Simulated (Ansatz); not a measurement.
## Mg2B (built on the sites of a database entry of Be2B): from the cell to its phonons

How does Mg2B (built on the sites of a database entry of Be2B) vibrate, and is this structure a minimum?

Main program and level: Ansatz 0.2.0; DFT PBE, scalar-relativistic, plane waves, norm-conserving pseudopotentials.

This is a report of a sequence of runs, with most program output left out.

The structure was built from a prototype and need not be the compound's stable phase.

## (1) Starting point

Symmetry: Fm-3m, No. 225, cubic system. Conventional cell: a = 6.040 Å, b = 6.040 Å, c = 6.040 Å, α = 90.00°, β = 90.00°, γ = 90.00°. Mg has 4 B at 2.62 Å nearest. B has 8 Mg at 2.62 Å nearest. Farther neighbours are not listed.

## (2) Relaxation, k-mesh 10×10×10

The cell and atoms are relaxed, since residual forces and stress would shift the frequencies.

The input, input.yaml:

```yaml
crystal:
  lattice:
    - [0.0, 3.02013, 3.02013]
    - [3.02013, 0.0, 3.02013]
    - [3.02013, 3.02013, 0.0]
  atoms:
    - { symbol: Mg, position: [0.25, 0.25, 0.25] }
    - { symbol: Mg, position: [0.75, 0.75, 0.75] }
    - { symbol: B, position: [0.0, 0.0, 0.0] }
kpoints:
  mp_grid: { grid: [10, 10, 10] }
hamiltonian:
  xc: pbe
  pseudopotentials: { kind: nc }
scf:
  occupations: { method: gaussian, width: 0.1 }
output:
  forces: true
  stress: true
  eigenvalues: true
  write_density: true
  write_potential: true
  elf: true
  volumetric_format: npy
relax:
  adjacent_minimum: "off"
  f_tol: 0.005
  max_steps: 80
  cell: { stress_tol: 0.05 }
```

Launch:

```console
$ ansatz run input.yaml --threads 4 --pin off --max-ram 7168MiB --backend cpu --events-out ev --progress --plain --runs-dir out
```

Elapsed: 11 s, on 4 threads of Arm Neoverse V1, shared host; peak memory 0.5 GiB.

The steps of the relaxation:

```csv
step,energy less that of the first step (eV),largest force component (eV/Å),pressure (GPa),volume (Å³)
1,0.0000,0.0000,-6.48,55.09
2,-0.1402,0.0000,1.72,47.42
3,-0.1459,0.0000,-0.32,48.85
4,-0.1462,0.0000,-0.01,48.62
5*,-0.1456,0.0000,-0.03,48.62
```

Relaxation steps marked * repeat the geometry before them on a plane-wave basis chosen anew for their cell, so energy and pressure can jump there.

The run keeps the 48 symmetry operations that it works with, so distortions that break them were not tested.

```csv
"conventional cell, symmetrised",before,after,change
a (Å),6.040,5.794,-4.1 %
b (Å),6.040,5.794,-4.1 %
c (Å),6.040,5.794,-4.1 %
volume (Å³/atom),18.36,16.21,-11.7 %
```

The relaxed structure:

```cif
data_structure
_symmetry_space_group_name_H-M 'P 1'
_symmetry_Int_Tables_number 1
_cell_length_a 4.0968
_cell_length_b 4.0968
_cell_length_c 4.0968
_cell_angle_alpha 60.000
_cell_angle_beta 60.000
_cell_angle_gamma 60.000
_cell_volume 48.62
loop_
_atom_site_label
_atom_site_type_symbol
_atom_site_fract_x
_atom_site_fract_y
_atom_site_fract_z
_atom_site_occupancy
Mg1 Mg 0.25000 0.25000 0.25000 1
Mg2 Mg 0.75000 0.75000 0.75000 1
B3 B 0.00000 0.00000 0.00000 1
```

Numbers from this step:

| Property | Result |
| --- | --- |
| pressure | -0.02503 GPa |
| volume per atom | 16.21 Å³ |
| gap on the k-mesh | 0 eV |

ELF in the ac plane of a cell with a along [110], b along [-110] and c along [001] of the cube at fractional y = 0.000, with atoms of Mg and B within 0.2 Å of it. It is the smooth field of the valence electrons, not physical close to the nuclei.

Values, 9 rows by 16 columns, each cell a mean:
```
0.38 0.73 0.62 0.24 0.19 0.48 0.75 0.48 0.38 0.73 0.62 0.24 0.19 0.48 0.75 0.48
0.74 0.65 0.21 0.51 0.59 0.23 0.52 0.73 0.74 0.65 0.21 0.51 0.59 0.23 0.52 0.73
0.43 0.31 0.13 0.64 0.71 0.26 0.22 0.42 0.43 0.31 0.13 0.64 0.71 0.26 0.22 0.42
0.12 0.14 0.13 0.14 0.14 0.11 0.15 0.13 0.12 0.14 0.13 0.14 0.14 0.11 0.15 0.13
0.06 0.12 0.24 0.28 0.28 0.26 0.16 0.07 0.06 0.12 0.24 0.28 0.28 0.26 0.16 0.07
0.17 0.17 0.09 0.21 0.29 0.10 0.15 0.17 0.17 0.17 0.09 0.21 0.29 0.10 0.15 0.17
0.53 0.39 0.16 0.69 0.69 0.31 0.27 0.52 0.53 0.39 0.16 0.69 0.69 0.31 0.27 0.52
0.74 0.71 0.29 0.37 0.44 0.19 0.62 0.75 0.74 0.71 0.29 0.37 0.44 0.19 0.62 0.75
0.22 0.68 0.68 0.35 0.27 0.59 0.76 0.36 0.22 0.68 0.68 0.35 0.27 0.59 0.76 0.36
```
Columns run along a (8.2 Å), rows up along c (5.8 Å), edges of the conventional cell, whose origin can differ from the input's. Atoms in or near the plane, at fractional coordinates: Mg at (0.25, 0.25), Mg at (0.75, 0.25), Mg at (0.25, 0.75), Mg at (0.75, 0.75), B at (0.00, 0.00), B at (0.50, 0.00).

Electrostatic potential energy in the ac plane of a cell with a along [110], b along [-110] and c along [001] of the cube at fractional y = 0.000, with atoms of Mg and B within 0.2 Å of it. With pseudopotentials it is smooth inside the atoms' cores, unlike the true potential.

Values in eV, 9 rows by 16 columns, each cell a mean:
```
-34  -2   6   2   2   5   3 -25 -34  -2   6   2   2   5   3 -25
  6   6  -1 -35 -45  -9   5   6   6   6  -1 -35 -45  -9   5   6
  9   7  -4 -48 -60 -14   5   9   9   7  -4 -48 -60 -14   5   9
  9   8   5  -2  -3   3   7   9   9   8   5  -2  -3   3   7   9
  9   9   7   5   5   7   9   9   9   9   7   5   5   7   9   9
  9   8   3 -10 -14   0   7   9   9   8   3 -10 -14   0   7   9
  9   7  -5 -56 -67 -17   5   9   9   7  -5 -56 -67 -17   5   9
  2   6   1 -21 -29  -4   5   4   2   6   1 -21 -29  -4   5   4
-49  -6   6   4   4   6   2 -36 -49  -6   6   4   4   6   2 -36
```
Columns run along a (8.2 Å; values clipped at the 3rd and 97th percentile), rows up along c (5.8 Å), edges of the conventional cell, whose origin can differ from the input's. Atoms in or near the plane, at fractional coordinates: Mg at (0.25, 0.25), Mg at (0.75, 0.25), Mg at (0.25, 0.75), Mg at (0.75, 0.75), B at (0.00, 0.00), B at (0.50, 0.00).

Valence density in the ac plane of a cell with a along [110], b along [-110] and c along [001] of the cube at fractional y = 0.000, with atoms of Mg and B within 0.2 Å of it. It is the smooth field of the valence electrons, not physical close to the nuclei.

Ten steps, logarithmic in the rise over the least value, from '_' (0 e/Å³) to '@' (20 e/Å³), each cell a mean:
```
::::::....____....::::::::::....______....::::
::::................::::::::..............::::
........--####--................++##++........
..____..**@@@@**..____......__--%%@@%%--__....
______..++@@@@++..____________::%%@@##::______
________..====..______________..--==--________
__________________________________..__________
______________________________________________
______________________________________________
__________....__________________......________
________--####--______________..++##++..______
______..**@@@@**..____________--%%@@%%--______
........++@@@@++..............::##@@##::......
::::......====::....::::::......--++--......::
::::::....__......::::::::::....__........::::
..::::....____....::::..::::....______....::::
```
Columns run along a (8.2 Å), rows up along c (5.8 Å), edges of the conventional cell, whose origin can differ from the input's. Atoms in or near the plane, at fractional coordinates: Mg at (0.25, 0.25), Mg at (0.75, 0.25), Mg at (0.25, 0.75), Mg at (0.75, 0.75), B at (0.00, 0.00), B at (0.50, 0.00).

In this step the volume went from 18.36 to 16.21 Å³/atom.

## (3) Bringing the structure to rest, k-mesh 12×12×12

The relaxation is repeated from its end, on the mesh and smearing that suit the cell and gap now reached.

input.yaml, the sections that differ from step 2:

```yaml
crystal:
  lattice:
    - [0.0, 2.896908268, 2.896908268]
    - [2.896908268, 0.0, 2.896908268]
    - [2.896908268, 2.896908268, 0.0]
  atoms:
    - { symbol: Mg, position: [0.25, 0.25, 0.25] }
    - { symbol: Mg, position: [0.75, 0.75, 0.75] }
    - { symbol: B, position: [0.0, 0.0, 0.0] }
kpoints:
  mp_grid: { grid: [12, 12, 12] }
output:
  forces: true
  stress: true
  eigenvalues: true
# hamiltonian, scf, relax: as in step 2
```

Run time: 6 s. Hardware: 4 threads; peak memory 0.52 GiB; 23 s of CPU time.

Little changed from the start: no atom moved by 0.005 Å and no cell edge by 0.1 %.

Numbers from this step:

```
pressure : -0.003706 GPa
```

In this step the volume went from 16.21 to 16.21 Å³/atom.

## (4) Relaxing to small forces for the phonons

Phonons need a cell at rest on their own settings, so the relaxation is repeated with tight tolerances on forces and stress, using the mesh and the filling of the phonon run that follows.

input.yaml, the sections that differ from step 3:

```yaml
scf:
  occupations: { method: methfessel_paxton, width: 0.15 }
relax:
  adjacent_minimum: "off"
  f_tol: 0.001
  max_steps: 60
  cell: { stress_tol: 0.01 }
# crystal, kpoints, hamiltonian, output: as in step 3
```

It took 6.4 s on 4 threads; peak memory 0.52 GiB; 24 s of CPU time.

Little changed from the start: no atom moved by 0.005 Å and no cell edge by 0.1 %.

This step gave:

- pressure: -0.007645 GPa

The forces vanish by symmetry and the pressure is -0.008 GPa, within the tolerances set. The cell now holds 16.21 Å³/atom.

## (5) Modes at Γ

The zone centre comes first: it holds the modes that light can see, as far as symmetry allows. No field response is asked, since the mesh shows no gap.

Edit input.yaml of step 4 so:

```diff
@@ -17,9 +17,4 @@
 output:
-  forces: true
-  stress: true
   eigenvalues: true
-relax:
-  adjacent_minimum: "off"
-  f_tol: 0.001
-  max_steps: 60
-  cell: { stress_tol: 0.01 }
+phonons:
+  method: dfpt
```

Wall time 32 s (4 threads); peak memory 1.3 GiB.

This step gave:

* sum-rule residual before enforcement: 0.004102 eV/Å²
* point group: m-3m
* highest optical mode at the zone centre (no LO-TO term): 381.3 cm⁻¹
* lowest optical zone-centre mode: 292.2 cm⁻¹

Patterns of degenerate modes are one choice out of their space. Modes at Γ, with each element's share of the kinetic energy:

```csv
mode,frequency (cm⁻¹),symmetry,Mg %,B %
1,0.0,acoustic,82,18
2,0.0,acoustic,82,18
3,0.0,acoustic,82,18
4,292.2,T2g,100,0
5,292.2,T2g,100,0
6,292.2,T2g,100,0
7,381.3,T1u,18,82
8,381.3,T1u,18,82
9,381.3,T1u,18,82
```

Displacements in mode 4 (292.2 cm⁻¹), the largest set to 1:
```
Mg1  0.00  0.91 -1.00
Mg2  0.00 -0.91  1.00
B3   0.00  0.00  0.00
```

Displacements in mode 7 (381.3 cm⁻¹), the largest set to 1:
```
Mg1  0.00 -0.22  0.08
Mg2  0.00 -0.22  0.08
B3   0.00  1.00 -0.37
```

Before it was imposed, the acoustic sum rule was missed by 0.0041 eV/Å². Small misses are needed for a sound result but don't prove that mesh and cutoff are converged. The lowest optical mode is real, 292 cm⁻¹.

## (6) The dispersion

Stability and thermal properties need the whole zone. Linear response on a 4×4×4 q mesh gives force constants as far as a supercell of that size would.

Edit input.yaml of step 5 so:

```diff
@@ -20 +20,8 @@
   method: dfpt
+  qmesh: [4, 4, 4]
+  temperatures: { t_max: 1000, t_step: 50 }
+  qpath:
+    path:
+      - [[0.0, 0.0, 0.0], [0.5, 0.0, 0.5], [0.625, 0.25, 0.625]]
+      - [[0.375, 0.375, 0.75], [0.0, 0.0, 0.0], [0.5, 0.5, 0.5], [0.5, 0.25, 0.75], [0.5, 0.0, 0.5]]
+    npoints: 10
```

Elapsed: 11 min, on 4 threads; peak memory 5.2 GiB.

The run ended with an error after its SCF cycle had converged; no result of it is taken.

The program's message: “memory limit exceeded: the `dfpt response` phase needs 7.67 GiB against the run's memory maximum of 7.00 GiB; largest carriers: scf state 3.52 GiB, retained responses 1.32 GiB, fixed right-hand sides …”

## (7) Another isotope, element B, natural mass 10.81 amu

An isotope changes the mass and not the force constants, so no new electronic calculation is needed; the shifts show which modes move this element.

The same force constants with the mass of B changed from 10.810 to 10.013 u (phonopy, no LO-TO term). Both lists are sorted by frequency; levels can cross, so a row need not hold one and the same mode. Modes under 3 cm⁻¹ are left out. Isotope shifts, by row:

```csv
q,rank,natural mass (cm⁻¹),changed mass (cm⁻¹)
0 0 0,4,292.2,292.2
0 0 0,5,292.2,292.2
0 0 0,6,292.2,292.2
0 0 0,7,381.3,393.5
0 0 0,8,381.3,393.5
0 0 0,9,381.3,393.5
```

A mode of this element alone would shift by +3.90 %. The highest zone-centre frequency without the field goes from 381.3 to 393.5 cm⁻¹ (+3.2 %). The product of the frequency ratios over all optical modes at Γ is 1.099; the product rule, (m/m′)^(3k/2) (M′/M)^(3/2) with k = 1 such atoms and M the mass of the cell, gives 1.099.

## (8) Another isotope, element Mg, natural mass 24.305 amu

The same for Mg, from 24.30 to 25.98 u.

A mode of this element alone would shift by -3.28 %. The highest zone-centre frequency without the field goes from 381.3 to 379.1 cm⁻¹ (-0.6 %). The product of the frequency ratios over all optical modes at Γ is 0.889; the product rule, (m/m′)^(3k/2) (M′/M)^(3/2) with k = 2 such atoms and M the mass of the cell, gives 0.889.

## (9) Summary of results

| Item | Value |
| --- | --- |
| space group after relaxation (within 0.01 Å) | Fm-3m |
| volume per atom | 16.2 Å³ |
| electronic character | no gap on this mesh |
| highest optical mode at the zone centre (no LO-TO term) | 381 cm⁻¹ |
| lowest optical zone-centre mode | 292 cm⁻¹ |
| imaginary modes at Γ (the only wavevector solved) | none |

What this shows: The structure is stable against zone-centre distortions, since no mode there is imaginary; runs at other wavevectors are not part of this account. The optical modes at Γ span 292 to 381 cm⁻¹. The dispersion is not part of this account. The highest mode in this list at Γ, 381.3 cm⁻¹, is mostly motion of B (82 % of the kinetic energy). With no gap, or one that is small against the smearing, the frequencies hang on the k mesh and the smearing, most of all near Kohn anomalies. The phonon runs are without spin polarisation, although the cell has an odd electron count. The starting cell was built on a prototype and not taken from a measurement, so the phase need not exist. These are harmonic frequencies at zero temperature: anharmonic shifts, linewidths and thermal expansion are left out.

[Logs are printed without paths, hosts, clocks, repeated set-up lines and the standing remarks that a program may print on its own settings, such as how far it seeks lower states.]

[Hosts, paths, dates, database ids (printed as entryN), source tags and the programs' standing remarks are cut or masked in the printed files.]
